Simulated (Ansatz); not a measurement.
# Vibrations of species on Si(111), part 3 of 3

Aim: bond lengths and vibrational modes of species bound on Si(111).

Ansatz 0.2.0; DFT PBE, scalar-relativistic, plane waves, PAW; PAW set soft_1.

So far. Step 5 (Letting the atoms settle: CN): The largest force component left on a free atom is 0.27 meV/Å. Step 6 (Force constants among chosen sites: CN): The highest mode of the block lies at 2187.3 cm⁻¹; the acoustic sum rule moved it by 0.0 cm⁻¹.

## Step 7: Letting the atoms settle: I

The slab carries I. Its plane takes the lattice constant of the bulk relaxed at this level. The lowest layers and the H atoms that close the back face are held, and the other atoms relax. The program lengthens the typed cell of 32.5 Å along the normal to 58.7 Å, as its cut-off of the electrostatics needs, and moves no atom.

System of this step: I on Si(111). The cell holds 12 atoms: 10 Si, 1 H and 1 I. Its edges and angles: a = 3.868 Å, b = 3.868 Å, c = 58.652 Å, α = 90.0°, β = 90.0°, γ = 120.0°. It derives from Si. Vacuum lies along c.

Contents of input.yaml:

```yaml
crystal:
  lattice:
    - [3.8677029217, 0.0, 0.0]
    - [-1.933856479, 3.3495309121, 0.0]
    - [0.0, 0.0, 32.4802218967]
  atoms:
    - { symbol: Si, position: [0.0, 0.0, 0.277787] }
    - { symbol: Si, position: [0.333333, 0.666667, 0.302094] }
    - { symbol: Si, position: [0.333333, 0.666667, 0.375015] }
    - { symbol: Si, position: [0.666667, 0.333333, 0.399322] }
    - { symbol: Si, position: [0.666667, 0.333333, 0.472242] }
    - { symbol: Si, position: [0.0, 0.0, 0.496549] }
    - { symbol: Si, position: [0.0, 0.0, 0.56947] }
    - { symbol: Si, position: [0.333333, 0.666667, 0.593777] }
    - { symbol: Si, position: [0.333333, 0.666667, 0.666697] }
    - { symbol: Si, position: [0.666667, 0.333333, 0.691004] }
    - { symbol: H, position: [0.0, 0.0, 0.231747] }
    - { symbol: I, position: [0.666667, 0.333333, 0.768253] }
  periodic: [true, true, false]
kpoints:
  mp_grid: { grid: [8, 8, 1] }
hamiltonian:
  xc: pbe
  pseudopotentials: { kind: paw, azcp: { folder: soft_1 } }
scf:
  occupations: { method: gaussian, width: 0.03 }
output:
  forces: true
  eigenvalues: true
relax:
  adjacent_minimum: "off"
  f_tol: 0.003
  max_steps: 120
  constraints: [{ sites: [0, 1, 10] }]
```

Started as:

```
> ansatz run input.yaml --threads 8 --pin off --max-ram 20480MiB --backend cpu --events-out ev --progress --plain --runs-dir out
```

Numbers of over 12 decimals in the logs are rounded to 6 here.

The program printed:

```text
[...]
Crystal: 12 atoms, lattice volume = 759.832 Å³
Basis set: ecut = 420 eV, 14981 PW (Γ), exchange–correlation on 54×54×800 points (8 copies of the dense FFT grid, shifted against one another)
Bands: 41, of which v1, the nominal top of the filled ones, is band 29 counted from 1 (28 counted from 0)
Symmetry: 6 space group operations
[...]
k-points: 10 of 64 (time reversal used)
[...]
- { symbol: Si, position: [0.666667, 0.333333, 0.221020] }
    - { symbol: Si, position: [0.666667, 0.333333, 0.261385] }
    - { symbol: Si, position: [0, 0, 0.274831] }
    - { symbol: Si, position: [0, 1.023553644665315e-19, 0.315204] }
    - { symbol: Si, position: [0.333333, 0.666667, 0.328671] }
    - { symbol: Si, position: [0.333333, 0.666667, 0.369084] }
    - { symbol: Si, position: [0.666667, 0.333333, 0.382194] }
    - { symbol: H, position: [0.0, 0.0, 0.128337] }
    - { symbol: I, position: [0.666667, 0.333333, 0.424200] }
[key lines of the parts left out:]
SCF converged after 3 iterations
Free energy (F): -13887.075159 eV
Fermi energy:    -4.161713 eV
```

The job ended after 60 s (8 threads of Intel Xeon at 2.70GHz, shared host; peak memory 1.7 GiB; 6.4 min of CPU time).

Step by step:

```csv
step,energy less that of the first step (eV),largest force component (eV/Å)
1,0.0000,0.4944
2,-0.0087,0.3312
3,-0.0139,0.0142
4,-0.0139,0.0141
5,-0.0140,0.0084
6,-0.0140,0.0006
7,-0.0140,0.0006
```

The run keeps the 6 symmetry operations that it works with, so distortions that break them were not tested.

The atoms that moved most (Å):

```csv
atom,dx,dy,dz,length
I12,0.000,0.000,-0.073,0.073
Si10,0.000,0.000,-0.028,0.028
Si7,0.000,0.000,-0.009,0.009
Si8,0.000,0.000,-0.009,0.009
Si6,0.000,0.000,-0.009,0.009
Si5,0.000,0.000,-0.008,0.008
Si9,0.000,0.000,-0.007,0.007
Si4,0.000,0.000,-0.007,0.007
```

The largest force component left on a free atom is 0.59 meV/Å.

## Step 8: Modes of the chosen sites: I

Only 5 sites are displaced (4 Si and 1 I), with their periodic images, and all others stay at rest. This gives the modes that are localised on these sites for less work than the whole matrix.

Contents of input.yaml:

```yaml
crystal:
  lattice:
    - [3.8677040346, 2.8972e-06, 0.0]
    - [-1.9338545264, 3.3495284997, 0.0]
    - [0.0, 0.0, 58.6516678578]
  atoms:
    - { symbol: Si, position: [0.0, 0.0, 0.1538333645] }
    - { symbol: Si, position: [0.3333333333, 0.6666666667, 0.1672941369] }
    - { symbol: Si, position: [0.3333333333, 0.6666666667, 0.2075697951] }
    - { symbol: Si, position: [0.6666666667, 0.3333333333, 0.221020445] }
    - { symbol: Si, position: [0.6666666667, 0.3333333333, 0.2613846825] }
    - { symbol: Si, position: [0.0, 0.0, 0.2748313933] }
    - { symbol: Si, position: [0.0, 0.0, 0.3152041279] }
    - { symbol: Si, position: [0.3333333333, 0.6666666667, 0.3286713068] }
    - { symbol: Si, position: [0.3333333333, 0.6666666667, 0.3690839764] }
    - { symbol: Si, position: [0.6666666667, 0.3333333333, 0.3821936065] }
    - { symbol: H, position: [0.0, 0.0, 0.1283372538] }
    - { symbol: I, position: [0.6666666667, 0.3333333333, 0.424200231] }
  periodic: [true, true, false]
kpoints:
  mp_grid: { grid: [8, 8, 1] }
hamiltonian:
  xc: pbe
  pseudopotentials: { kind: paw, azcp: { folder: soft_1 } }
scf:
  occupations: { method: gaussian, width: 0.03 }
output:
  eigenvalues: true
phonons:
  method: fd
  supercell: [1, 1, 1]
  displaced_sites: [6, 7, 8, 9, 11]
  rigid_motions: translations
```

The program printed:

```text
[...]
Crystal: 12 atoms, lattice volume = 759.832 Å³
Basis set: ecut = 420 eV, 14981 PW (Γ), exchange–correlation on 54×54×800 points (8 copies of the dense FFT grid, shifted against one another)
Bands: 41, of which v1, the nominal top of the filled ones, is band 29 counted from 1 (28 counted from 0)
Symmetry: 6 space group operations
k-points: 10 of 64 (time reversal used)
[...]
k-point 2: bands = [... 25 lower, -5.9909, -5.8177, -5.6143, -4.8248, -3.4876, -3.2130, -2.8961, -2.6611, ... 8 higher]
  k-point 9: bands = [... 25 lower, -7.1726, -6.9392, -6.8026, -6.3265, -3.1787, -2.6557, -2.4950, -2.1740, ... 8 higher]
  ° read free of the cell's end (the report's vacuum.weakly_bound_levels)
[...]
transpose residual: 2.5e-4 eV/Å²
[...]
unstable modes among the named sites: 0
[...]
zero-point energy: 0.236851 eV/cell   skipped modes (ω ≤ 0): 0
[...]
[key lines of the parts left out:]
SCF converged after 22 iterations
Free energy (F): -13887.075159 eV
Fermi energy:    -4.161719 eV
```

Wall time 2.8 min (8 threads); peak memory 2 GiB.

The other atoms of the cell are at rest; shares are of the kinetic energy, a minus sign marks an imaginary mode, and where like sites share a mode the one named is one choice of several. Modes of the displaced sites:

```csv
mode,frequency (cm⁻¹),share of Si (%),share of I (%),site with the largest share,its share (%)
1,19.1,3,97,I12,97
2,19.1,3,97,I12,97
3,47.8,97,3,Si9,39
4,47.8,97,3,Si9,39
5,57.0,26,74,I12,74
6,92.7,100,0,Si7,40
7,92.7,100,0,Si7,40
8,210.3,83,17,Si8,39
9,356.0,95,5,Si7,44
10,429.2,96,4,Si10,48
11,481.1,100,0,Si9,37
12,482.6,100,0,Si7,42
13,482.6,100,0,Si7,42
14,501.3,100,0,Si9,42
15,501.3,100,0,Si9,42
```

The highest mode of the block lies at 501.3 cm⁻¹; the acoustic sum rule moved it by 0.0 cm⁻¹.

## Step 9: All members side by side

The members are set side by side, also those not shown above.

The anchoring bond is the shortest distance from the first added atom to the slab, and like atoms elsewhere in the cell can differ; degenerate modes stand as often as they occur. The species side by side:

```csv
species,coverage (monolayer),anchoring bond,its length (Å),highest level (cm⁻¹),second (cm⁻¹),third (cm⁻¹)
CH3,1,C-Si,1.917,3064,3064,2982
SH,1,S-Si,2.17,2506,741.5,524.8
CN,1,C-Si,1.831,2187,634.2,509.6
I,1,I-Si,2.464,501.3,501.3,482.6
```

## Step 10: What came out

```json
{
 "highest mode of the block of 8 sites, CH3": "3064.0 cm⁻¹",
 "highest mode of the block of 6 sites, SH": "2506.1 cm⁻¹",
 "highest mode of the block of 6 sites, CN": "2187.3 cm⁻¹",
 "highest mode of the block of 5 sites, I": "501.3 cm⁻¹"
}
```

In words: With CH3 the highest mode of the block lies at 3064 cm⁻¹, 91 % on H. With SH the highest mode of the block lies at 2506 cm⁻¹, 97 % on H. With CN the highest mode of the block lies at 2187 cm⁻¹, 58 % on C and 41 % on N. With I the highest mode of the block lies at 501 cm⁻¹, 100 % on Si. With all atoms beyond the displaced ones at rest, modes that spread into the slab are only rough; stretches of light atoms, well above the modes of the substrate atoms, are the least affected. Periodic images of the cell move in phase at the zone centre, so coupling to the images is part of these frequencies. Modes of hydrogen are strongly anharmonic, so measured lines can lie well away from these harmonic values. These are harmonic frequencies at zero temperature: anharmonic shifts, linewidths and thermal expansion are left out. The program warns in at least one run that the printed band levels were not confirmed.

[Logs are printed without paths, hosts, clocks, repeated set-up lines and the standing remarks that a program may print on its own settings, such as how far it seeks lower states.]

[Hosts, paths, dates, database ids (printed as entryN), source tags and the programs' standing remarks are cut or masked in the printed files.]
